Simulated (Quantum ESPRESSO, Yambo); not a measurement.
Four G0W0 runs on AlN (F-43m).

The structure is cubic, space group F-43m (No. 216). The conventional cell has a = 4.368 Å, b = 4.368 Å, c = 4.368 Å, α = 90.00°, β = 90.00°, γ = 90.00°. Al has 4 N at 1.89 Å nearest. Nearest to N lie 4 Al at 1.89 Å. Farther neighbours and most contacts between anions are not listed.

```xyz
2
Lattice="0.0000 2.1840 2.1840 2.1840 0.0000 2.1840 2.1840 2.1840 0.0000" Properties=species:S:1:pos:R:3 pbc="T T T"
Al    0.0000    0.0000    0.0000
N     3.2760    3.2760    3.2760
```

The cell and positions are those that the Materials Project relaxed with its own functionals (PBE, PBE+U or r2SCAN), kept fixed. This is not the form that AlN usually takes at ambient conditions.

Program: Yambo 5.3.0; PBE start, 4×4×4 mesh, Godby-Needs plasmon pole.

| bands | screening cutoff (eV) | gap on the mesh (eV) |
| --- | --- | --- |
| 66 | 210.9 | 4.430 |
| 249 | 210.9 | 4.599 |
| 66 | 353.7 | 4.438 |

If the two steps added up, what gap would 249 bands at 353.7 eV give? Do they add up?

From the first row, the second adds +0.169 eV and the third +0.008 eV, so the sum predicts 4.430 +0.169 +0.008 = 4.607 eV. The run gave 4.633 eV, +0.026 eV from that. They don't add up: at the higher cutoff the same bands are worth +0.195 eV. High empty states act through short-wavelength screening, so a band sum at a low cutoff levels off early.

Limits: not at the basis limit; coarse k mesh.

[Paths, hosts, dates, memory and timing lines, banners, echoed tables and standing remarks are left out of the program output.]

[Logs are printed without paths, hosts, clocks, repeated set-up lines and the standing remarks that a program may print on its own settings, such as how far it seeks lower states.]

[Runs of the session that timed out or met a known fault of the program may be left out.]

[Hosts, paths, dates, database ids (printed as entryN), source tags and the programs' standing remarks are cut or masked in the printed files.]
